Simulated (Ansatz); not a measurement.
## How GePbSe4 (model structure) absorbs and reflects light

What colour and refractive index does GePbSe4 (model structure) have at this level of theory? The structure is a model built here, which may or may not match a known phase. It was built so: 1 of the 2 Ge atoms of the cell replaced by Pb in the I-4 structure of GeSe2.

Program: Ansatz 0.2.0. Level of theory: DFT, PBE, plane-wave PAW, default files, scalar-relativistic, independent-particle optical response without local fields. Results are calculated unless marked as measured.

### Step 1. Starting point

Symmetry: I-4, No. 82, tetragonal system. Conventional cell: a = 5.686 Å, b = 5.686 Å, c = 10.260 Å, α = 90.00°, β = 90.00°, γ = 90.00°. Nearest to Pb lie 4 Se at 2.46 Å. Nearest to Se lie 1 Ge at 2.43 Å and 1 Pb at 2.46 Å. Ge has 4 Se at 2.43 Å nearest. 1 of the 2 Ge atoms of the cell replaced by Pb in the I-4 structure of GeSe2. Farther neighbours and most contacts between anions are not listed.

### Step 2. Relaxation

Spectra hang on bond lengths, so the cell is first brought to its minimum.

This step: DFT, PBE, plane-wave PAW, default files, scalar-relativistic, relaxation (Ansatz 0.2.0).

input.yaml

```yaml
crystal:
  lattice:
    - [-2.84314362, 2.84314362, 5.13018275]
    - [2.84314362, -2.84314362, 5.13018275]
    - [2.84314362, 2.84314362, -5.13018275]
  atoms:
    - { symbol: Pb, position: [0.25, 0.75, 0.5] }
    - { symbol: Se, position: [0.638, 0.6118, 0.5062] }
    - { symbol: Se, position: [0.8682, 0.362, 0.9738] }
    - { symbol: Se, position: [0.1056, 0.1318, 0.4938] }
    - { symbol: Se, position: [0.3882, 0.8944, 0.0262] }
    - { symbol: Ge, position: [0.5, 0.5, 0.0] }
kpoints:
  mp_grid: { grid: [6, 6, 6] }
scf:
  occupations: { method: fermi_dirac, width: 0.05 }
hamiltonian:
  xc: pbe
  pseudopotentials: { kind: paw }
output:
  forces: true
  stress: true
relax:
  f_tol: 0.02
  max_steps: 50
  cell: {}
```

Started as:

```
ansatz run input.yaml --threads 2 --pin off --max-ram 5120MiB --backend cpu --events-out ev --progress --plain --runs-dir out
```

Numbers of over 12 decimals in the logs are rounded to 6 here.

Log:

```text
Engine: ansatz 0.2.0, aarch64-unknown-linux-gnu
Pseudopotentials: kind: paw
Pseudopotential: Pb, paw, valence charge 14, recommended cutoff 420 eV (normal), Pb.paw.azcp
Pseudopotential: Se, paw, valence charge 16, recommended cutoff 420 eV (normal), Se.paw.azcp
Pseudopotential: Ge, paw, valence charge 14, recommended cutoff 420 eV (normal), Ge.paw.azcp
Functional definition: PBE
  parameter kappa = 0.804
  parameter beta = 0.066725
  exchange = pbe_x(kappa = kappa, mu = beta*pi^2/3)
  correlation = pbe_c(beta = beta)
Crystal: 6 atoms, lattice volume = 165.879 Å³
Basis set: ecut = 420 eV, 3273 PW (Γ), exchange–correlation on 90×90×90 points (8 copies of the dense FFT grid, shifted against one another)
Bands: 56, of which v1, the nominal top of the filled ones, is band 46 counted from 1 (45 counted from 0)
Symmetry: 4 space group operations
Space group: I-4 (ITA 82), of the structure as read, at distance tolerance 5.5e-5 Å
k-points: 36 of 216 (time reversal used)
Non-local potential: Pb, projectors of the file, l = 0: 2, l = 1: 2, l = 2: 2, l = 3: 2
Non-local potential: Se, projectors of the file, l = 0: 2, l = 1: 2, l = 2: 3, l = 3: 1
Non-local potential: Ge, projectors of the file, l = 0: 2, l = 1: 2, l = 2: 3, l = 3: 1
PAW form: soft (Blöchl's): semilocal exchange-correlation on the pseudo side does not see the compensation charge
PAW one-centre angular grid: Pb, 590 points (default); XC on 64 Gauss nodes
PAW one-centre angular grid: Se, 590 points (default); XC on 64 Gauss nodes
PAW one-centre angular grid: Ge, 590 points (default); XC on 64 Gauss nodes
Initial density: superposition of atomic densities (neutral atoms: chi_scale 0, normalization atom), corrected by the library's trained network
Initial wavefunctions: pseudopotential atomic-orbital guess
Functional: x = pbe(κ = 0.804, μ = 0.219515), c = pbe(β = 0.066725)
SCF iter   1: F=—  HF=-38077.507927 eV  |F-HF|=—  |Δ(HF+E_count)|=         —  Δρ=1.29e-3  dr2=2.75e-3  ethr=1.77e-3  ⟨swp⟩=7.2  Hψ=8388  notcnv=0  defer=35
preconditioner: auto → Resta (q_TF=auto, 2.473 Å⁻¹)  ε∞=3.1  [insulator: Δε(μ)=1.071 eV  Ē_g=12.980 eV  σ=0.050 eV  W_gap=1.00  n_scr=36 (ndim 8)  ℏωp=18.7 eV  f_vac=0.080  D(μ)=0.00/eV (n_scr^D=0)  ε∞_Penn≈3.1]
SCF iter   2: F=—  HF=-38077.507061 eV  |F-HF|=—  |Δ(HF+E_count)|=   8.65e-4  Δρ=7.04e-4  dr2=7.12e-4  ethr=2.99e-6  ⟨swp⟩=2.0  Hψ=3350  notcnv=0  defer=79
SCF iter   3: F=—  HF=-38077.507280 eV  |F-HF|=—  |Δ(HF+E_count)|=   2.19e-4  Δρ=2.34e-4  dr2=6.27e-5  ethr=7.73e-7  ⟨swp⟩=2.0  Hψ=2858  notcnv=0  defer=79
SCF iter   4: F=—  HF=-38077.507266 eV  |F-HF|=—  |Δ(HF+E_count)|=   1.42e-5  Δρ=9.12e-5  dr2=1.09e-5  ethr=6.81e-8  ⟨swp⟩=2.0  Hψ=2822  notcnv=0  defer=79
SCF iter   5: F=—  HF=-38077.507277 eV  |F-HF|=—  |Δ(HF+E_count)|=   1.04e-5  Δρ=3.00e-5  dr2=1.74e-6  ethr=1.18e-8  ⟨swp⟩=2.0  Hψ=2858  notcnv=0  defer=79
SCF iter   6: F=—  HF=-38077.507277 eV  |F-HF|=—  |Δ(HF+E_count)|=   6.63e-7  Δρ=1.16e-5  dr2=2.28e-7  ethr=1.89e-9  ⟨swp⟩=2.4  Hψ=3138  notcnv=0  defer=79
SCF iter   7: F=-38077.507277 eV  HF=-38077.507277 eV  |F-HF|=8.71e-9  |Δ(HF+E_count)|=   6.09e-8  Δρ=3.04e-6  dr2=1.92e-8  ethr=1.09e-10  ⟨swp⟩=5.0  Hψ=7417  notcnv=0
SCF 1 converged in 7 iterations: F = -38077.507277 eV  dr2 = 1.92e-8
  greatest PAW one-centre occupation: 1.000 electrons in one spin orbital (limit 2), on the Se atom at site 2 (counted from 0), in its partial waves of l = 2
relax step   1: F+E_penalty+E_count = -38077.50727743 eV  Δ(F+E_penalty+E_count) = +0.000e0 eV  max|allowed force component| = 1.591e0 eV/Å  Δτ_max = 0.0000 Å  P = +8.156 GPa  Ω = 165.879 Å³  (7 SCF iters, dr2 threshold 1.00e-7 eV, accepted)
Crystal: 6 atoms, lattice volume = 183.618 Å³
Basis set: ecut = 420 eV, 3561 PW (Γ), exchange–correlation on 90×90×90 points (8 copies of the dense FFT grid, shifted against one another)
Initial density: handed on by an earlier stage of this run
Initial wavefunctions: those handed on with the density
iter 1 solved again at ethr=1.19e-4 eV; its pass at ethr=3.10e-3 eV (dr2=1.09e-1 eV) is discarded
SCF iter   1: F=—  HF=-38078.565062 eV  |F-HF|=—  |Δ(HF+E_count)|=         —  Δρ=8.80e-3  dr2=1.08e-1  ethr=1.19e-4  ⟨swp⟩=2.7  Hψ=12125  notcnv=0
preconditioner: auto → Resta (q_TF=auto, 2.431 Å⁻¹)  ε∞=3.1  [insulator: Δε(μ)=0.158 eV  Ē_g=12.385 eV  σ=0.050 eV  W_gap=0.51  n_scr=36 (ndim 8)  ℏωp=17.8 eV  f_vac=0.126  D(μ)=0.21/eV (n_scr^D=0)  ε∞_Penn≈3.1]
SCF iter   2: F=—  HF=-38078.564464 eV  |F-HF|=—  |Δ(HF+E_count)|=   5.98e-4  Δρ=4.88e-3  dr2=3.08e-2  ethr=1.18e-4  ⟨swp⟩=2.0  Hψ=2366  notcnv=0
preconditioner: auto → Kerker (q_TF=auto, 2.431 Å⁻¹)  [metal: Δε(μ)=0.148 eV  Ē_g=12.389 eV  σ=0.050 eV  W_gap=0.48  n_scr=36 (ndim 8)  ℏωp=17.8 eV  f_vac=0.120  D(μ)=0.21/eV (n_scr^D=0)]
SCF iter   3: F=—  HF=-38078.570430 eV  |F-HF|=—  |Δ(HF+E_count)|=   5.97e-3  Δρ=8.69e-4  dr2=2.13e-3  ethr=3.35e-5  ⟨swp⟩=2.2  Hψ=3005  notcnv=0
SCF iter   4: F=—  HF=-38078.570855 eV  |F-HF|=—  |Δ(HF+E_count)|=   4.24e-4  Δρ=4.09e-4  dr2=6.48e-4  ethr=2.32e-6  ⟨swp⟩=2.0  Hψ=3673  notcnv=0
SCF iter   5: F=—  HF=-38078.571072 eV  |F-HF|=—  |Δ(HF+E_count)|=   2.17e-4  Δρ=1.89e-4  dr2=1.17e-4  ethr=7.04e-7  ⟨swp⟩=2.0  Hψ=3673  notcnv=0
SCF iter   6: F=—  HF=-38078.571202 eV  |F-HF|=—  |Δ(HF+E_count)|=   1.30e-4  Δρ=7.26e-5  dr2=2.50e-5  ethr=1.27e-7  ⟨swp⟩=2.0  Hψ=2953  notcnv=0
SCF iter   7: F=—  HF=-38078.571211 eV  |F-HF|=—  |Δ(HF+E_count)|=   9.18e-6  Δρ=3.82e-5  dr2=4.43e-6  ethr=2.72e-8  ⟨swp⟩=2.0  Hψ=2953  notcnv=0
SCF iter   8: F=—  HF=-38078.571212 eV  |F-HF|=—  |Δ(HF+E_count)|=   7.56e-7  Δρ=1.95e-5  dr2=1.35e-6  ethr=4.82e-9  ⟨swp⟩=2.0  Hψ=2953  notcnv=0
SCF iter   9: F=-38078.571212 eV  HF=-38078.571212 eV  |F-HF|=7.30e-8  |Δ(HF+E_count)|=   6.98e-7  Δρ=6.94e-6  dr2=2.15e-7  ethr=6.52e-10  ⟨swp⟩=5.0  Hψ=7182  notcnv=0
SCF 2 converged in 9 iterations: F = -38078.571212 eV  dr2 = 2.15e-7
relax step   2: F+E_penalty+E_count = -38078.57121250 eV  Δ(F+E_penalty+E_count) = -1.064e0 eV  max|allowed force component| = 2.711e-1 eV/Å  Δτ_max = 0.1954 Å  P = -0.234 GPa  Ω = 183.618 Å³  energy of the carried Pulay correction = -1.578e-3 eV  (9 SCF iters, dr2 threshold 6.00e-7 eV, accepted)
Crystal: 6 atoms, lattice volume = 193.733 Å³
Basis set: ecut = 420 eV, 3795 PW (Γ), exchange–correlation on 90×90×90 points (8 copies of the dense FFT grid, shifted against one another)
iter 1 solved again at ethr=3.53e-5 eV; its pass at ethr=3.10e-3 eV (dr2=3.25e-2 eV) is discarded
SCF iter   1: F=—  HF=-38078.623964 eV  |F-HF|=—  |Δ(HF+E_count)|=         —  Δρ=4.80e-3  dr2=3.22e-2  ethr=3.53e-5  ⟨swp⟩=2.1  Hψ=10990  notcnv=0
[...]
SCF iter   4: F=—  HF=-38078.618436 eV  |F-HF|=—  |Δ(HF+E_count)|=   1.62e-4  Δρ=1.84e-4  dr2=7.62e-5  ethr=4.32e-7  ⟨swp⟩=2.0  Hψ=3660  notcnv=0
SCF iter   5: F=—  HF=-38078.618458 eV  |F-HF|=—  |Δ(HF+E_count)|=   2.21e-5  Δρ=6.32e-5  dr2=1.23e-5  ethr=8.28e-8  ⟨swp⟩=2.0  Hψ=3672  notcnv=0
SCF iter   6: F=—  HF=-38078.618469 eV  |F-HF|=—  |Δ(HF+E_count)|=   1.10e-5  Δρ=2.23e-5  dr2=1.70e-6  ethr=1.34e-8  ⟨swp⟩=2.0  Hψ=2952  notcnv=0
SCF iter   7: F=-38078.618472 eV  HF=-38078.618471 eV  |F-HF|=1.22e-7  |Δ(HF+E_count)|=   2.15e-6  Δρ=6.26e-6  dr2=1.27e-7  ethr=6.52e-10  ⟨swp⟩=5.0  Hψ=7538  notcnv=0
SCF 3 converged in 7 iterations: F = -38078.618472 eV  dr2 = 1.27e-7
  greatest PAW one-centre occupation: 1.000 electrons in one spin orbital (limit 2), on the Se atom at site 1 (counted from 0), in its partial waves of l = 2
relax step   3: F+E_penalty+E_count = -38078.61847155 eV  Δ(F+E_penalty+E_count) = -4.726e-2 eV  max|allowed force component| = 8.182e-2 eV/Å  Δτ_max = 0.1022 Å  P = -0.095 GPa  Ω = 193.733 Å³  energy of the carried Pulay correction = -2.409e-3 eV  (7 SCF iters, dr2 threshold 6.00e-7 eV, accepted)
[... from here on, the SCF cycles and remarks between the steps are left out ...]
relax step   4: F+E_penalty+E_count = -38078.62285054 eV  Δ(F+E_penalty+E_count) = -4.379e-3 eV  max|allowed force component| = 3.018e-2 eV/Å  Δτ_max = 0.0112 Å  P = -0.073 GPa  Ω = 193.804 Å³  energy of the carried Pulay correction = -2.414e-3 eV  (5 SCF iters, dr2 threshold 4.18e-7 eV, accepted)
relax step   5: F+E_penalty+E_count = -38078.62683497 eV  Δ(F+E_penalty+E_count) = -3.984e-3 eV  max|allowed force component| = 3.049e-2 eV/Å  Δτ_max = 0.0245 Å  P = +0.071 GPa  Ω = 194.646 Å³  energy of the carried Pulay correction = -2.481e-3 eV  (6 SCF iters, dr2 threshold 1.50e-7 eV, accepted)
relax step   6: F+E_penalty+E_count = -38078.62919796 eV  Δ(F+E_penalty+E_count) = -2.363e-3 eV  max|allowed force component| = 2.740e-2 eV/Å  Δτ_max = 0.0142 Å  P = -0.001 GPa  Ω = 195.397 Å³  energy of the carried Pulay correction = -2.541e-3 eV  (7 SCF iters, dr2 threshold 5.81e-8 eV, accepted)
relax step   7: F+E_penalty+E_count = -38078.63018327 eV  Δ(F+E_penalty+E_count) = -9.853e-4 eV  max|allowed force component| = 1.162e-2 eV/Å  Δτ_max = 0.0184 Å  P = +0.042 GPa  Ω = 196.407 Å³  energy of the carried Pulay correction = -2.621e-3 eV  (6 SCF iters, dr2 threshold 4.69e-8 eV, accepted)
relax step   8: F+E_penalty+E_count = -38078.63039721 eV  Δ(F+E_penalty+E_count) = -2.139e-4 eV  max|allowed force component| = 2.849e-3 eV/Å  Δτ_max = 0.0105 Å  P = +0.015 GPa  Ω = 197.267 Å³  energy of the carried Pulay correction = -2.688e-3 eV  (7 SCF iters, dr2 threshold 7.14e-9 eV, accepted)
relax step   9: F+E_penalty+E_count = -38078.63516454 eV  Δ(F+E_penalty+E_count) = -4.767e-3 eV  max|allowed force component| = 2.496e-3 eV/Å  Δτ_max = 0.0000 Å  P = +0.052 GPa  Ω = 197.267 Å³  stress off target by 6.50e-2 GPa  SCF on the basis re-selected at this cell (its energy is not comparable with the rows above)  (9 SCF iters)
relax step  10: F+E_penalty+E_count = -38078.63542336 eV  Δ(F+E_penalty+E_count) = -2.588e-4 eV  max|allowed force component| = 2.534e-3 eV/Å  Δτ_max = 0.0092 Å  P = +0.002 GPa  Ω = 198.381 Å³  energy of the carried Pulay correction = -9.208e-5 eV  (6 SCF iters, dr2 threshold 1.06e-8 eV, accepted)
iter 1 solved again at ethr=2.08e-7 eV; its pass at ethr=3.10e-3 eV (dr2=1.91e-4 eV) is discarded
SCF iter   1: F=—  HF=-38078.626984 eV  |F-HF|=—  |Δ(HF+E_count)|=         —  Δρ=2.92e-4  dr2=5.03e-6  ethr=2.08e-7  ⟨swp⟩=3.0  Hψ=12949  notcnv=0
preconditioner: auto → Resta (q_TF=auto, 2.400 Å⁻¹)  ε∞=2.9  [insulator: Δε(μ)=0.580 eV  Ē_g=12.429 eV  σ=0.050 eV  W_gap=0.99  n_scr=58 (ndim 8)  ℏωp=17.1 eV  f_vac=0.175  D(μ)=0.00/eV (n_scr^D=0)  ε∞_Penn≈2.9]
SCF iter   2: F=—  HF=-38078.633409 eV  |F-HF|=—  |Δ(HF+E_count)|=   6.43e-3  Δρ=1.47e-4  dr2=9.68e-7  ethr=5.47e-9  ⟨swp⟩=2.4  Hψ=2616  notcnv=0
SCF iter   3: F=—  HF=-38078.635374 eV  |F-HF|=—  |Δ(HF+E_count)|=   1.96e-3  Δρ=3.85e-5  dr2=1.41e-7  ethr=1.05e-9  ⟨swp⟩=2.2  Hψ=2605  notcnv=0
SCF iter   4: F=—  HF=-38078.635512 eV  |F-HF|=—  |Δ(HF+E_count)|=   1.38e-4  Δρ=5.69e-6  dr2=2.45e-8  ethr=1.54e-10  ⟨swp⟩=2.0  Hψ=3676  notcnv=0
SCF iter   5: F=—  HF=-38078.635515 eV  |F-HF|=—  |Δ(HF+E_count)|=   2.64e-6  Δρ=1.05e-6  dr2=4.61e-9  ethr=2.66e-11  ⟨swp⟩=2.0  Hψ=3672  notcnv=0
SCF iter   6: F=—  HF=-38078.635515 eV  |F-HF|=—  |Δ(HF+E_count)|=   2.79e-8  Δρ=3.49e-7  dr2=5.05e-10  ethr=5.01e-12  ⟨swp⟩=2.0  Hψ=2593  notcnv=0
SCF iter   7: F=—  HF=-38078.635515 eV  |F-HF|=—  |Δ(HF+E_count)|=  6.48e-10  Δρ=1.40e-7  dr2=6.67e-11  ethr=1.00e-12  ⟨swp⟩=2.0  Hψ=2952  notcnv=0
SCF iter   8: F=-38078.635515 eV  HF=-38078.635515 eV  |F-HF|=7.28e-12  |Δ(HF+E_count)|=  7.28e-11  Δρ=3.05e-8  dr2=2.79e-12  ethr=1.00e-12  ⟨swp⟩=4.0  Hψ=6401  notcnv=0
SCF 11 converged in 8 iterations: F = -38078.635515 eV  dr2 = 2.79e-12
relax step  11: F+E_penalty+E_count = -38078.63551499 eV  Δ(F+E_penalty+E_count) = -9.163e-5 eV  max|allowed force component| = 2.543e-3 eV/Å  Δτ_max = 0.0000 Å  P = +0.001 GPa  Ω = 198.381 Å³  stress off target by 2.20e-3 GPa  SCF on the basis re-selected at this cell (its energy is not comparable with the rows above)  (8 SCF iters)
basis re-selected at this cell: Δ(F+E_penalty+E_count) = -9.163e-5 eV, ΔP = -0.000 GPa vs the last step (what re-selecting the basis moved, of the pressure what is left beyond the Pulay correction that the steps carried, after the strain that the cell walked since its last selection, with what the two solves' SCF thresholds leave and, on support functions, any second-order correction that the steps lacked; it is no m [...]
SCF converged after 8 iterations
Free energy (F): -38078.635515 eV
Harris-Foulkes:  -38078.635515 eV  (|F-HF|=7.28e-12)
Internal energy: -38078.635408 eV  (E = F + TS)
E sigma→0 (E₀):  -38078.635461 eV
Entropy (-TS):   -0.000107 eV (-0.018 meV/atom)
Fermi energy:    4.973050 eV
--- Per-component energies (eV) ---
  E_band       = -2020.814623
  E_kinetic    = 869.318869
  E_local      = -15631.303514  (includes V_loc(G=0)·N_el)
  E_nonlocal   = -1610.875111
  E_hartree    = 7358.473604
  E_xc         = -707.903805
  E_vxc        = -582.822222  (∫ρ·V_xc dr)
  E_paw        = -20076.816897  (= ΣΔE_a)
  E_vpaw       = 217.922104  (= ΣTr[D̂ρ^β])
  E_aug_tail   = -0.002049  (compensation charges beyond the density's cutoff)
  E_ewald      = -8279.526507
  E_smearing   = -0.000107  (= −TS)
  E_closure    = 0.000000  (closes the sum)
  Σ components = -38078.635515   (vs F -38078.635515, Δ=0.00e0)
--- Forces (eV/Å), atoms counted from 1 ---
  atom   1  Pb     0.00000000     0.00000000    -0.00000000
  atom   2  Se    -0.00144569    -0.00254282     0.00047750
  atom   3  Se     0.00254282    -0.00144569    -0.00047750
  atom   4  Se     0.00144569     0.00254282     0.00047750
  atom   5  Se    -0.00254282     0.00144569    -0.00047750
  atom   6  Ge     0.00000000     0.00000000    -0.00000000
  max |Σ_I F_I| component: 4.23e-17 eV/Å
--- Stress (GPa, compression-positive) ---
        0.002197       0.000000      -0.000000
       -0.000000       0.002197       0.000000
       -0.000000       0.000000      -0.000160
  P = ⅓ Tr σ = 0.0014 GPa (0.014 kbar)
--- Relaxed structure (9 steps of the walk, 9 accepted, 2 SCFs on fresh bases) ---
  F+E_penalty+E_count = -38078.63551499 eV   max|allowed force component| = 2.543e-3 eV/Å   (the final SCF, on the basis selected at the relaxed cell)
  cell:  # Å, volume = 198.3808 Å³
    - [-3.100308, 3.100308, 5.159765]
    - [3.100308, -3.100308, 5.159765]
    - [3.100308, 3.100308, -5.159765]
  atoms:
    - { symbol: Pb, position: [0.25, 0.75, 0.500000] }
    - { symbol: Se, position: [0.630453, 0.599185, 0.466111] }
    - { symbol: Se, position: [0.835657, 0.369547, 0.968732] }
    - { symbol: Se, position: [0.133075, 0.164343, 0.533889] }
    - { symbol: Se, position: [0.400815, 0.866925, 0.031268] }
    - { symbol: Ge, position: [0.500000, 0.500000, 3.457200740406248e-18] }
```

The job ended after 2.5 min (2 threads of Arm Neoverse V2, shared host; peak memory 0.65 GiB; 4.9 min of CPU time).

Relaxation path:

```csv
step,energy less that of the first step (eV),largest force component (eV/Å),pressure (GPa),volume (Å³)
1,0.0000,1.5912,8.16,165.88
2,-1.0639,0.2711,-0.23,183.62
3,-1.1112,0.0818,-0.09,193.73
4,-1.1156,0.0302,-0.07,193.80
5,-1.1196,0.0305,0.07,194.65
6,-1.1219,0.0274,0.00,195.40
7,-1.1229,0.0116,0.04,196.41
8,-1.1231,0.0028,0.02,197.27
9*,-1.1279,0.0025,0.05,197.27
10,-1.1281,0.0025,0.00,198.38
11*,-1.1282,0.0025,0.00,198.38
```

Relaxation steps marked * repeat the geometry before them on a plane-wave basis chosen anew for their cell, so energy and pressure can jump there.

Forces are held to the 4 operations that the run works with; a distortion that breaks them can't arise in this run.

```csv
"conventional cell, symmetrised",before,after,change
a (Å),5.686,6.201,+9.0 %
b (Å),5.686,6.201,+9.0 %
c (Å),10.260,10.320,+0.6 %
volume (Å³/atom),27.65,33.06,+19.6 %
```

The atoms that moved most (Å, as changes of fractional coordinates times the final cell):

```csv
atom,dx,dy,dz,length
Se4,0.140,0.109,0.103,0.205
Se3,0.109,-0.140,-0.103,0.205
Se5,-0.109,0.140,-0.103,0.205
Se2,-0.140,-0.109,0.103,0.205
```

The relaxation ends with a largest force component of 0.0025 eV/Å and a pressure of 0.00 GPa.

(Part 1 of 3 ends here.)

[Logs are printed without paths, hosts, clocks, repeated set-up lines and the standing remarks that a program may print on its own settings, such as how far it seeks lower states.]

[Hosts, paths, dates, database ids (printed as entryN), source tags and the programs' standing remarks are cut or masked in the printed files.]
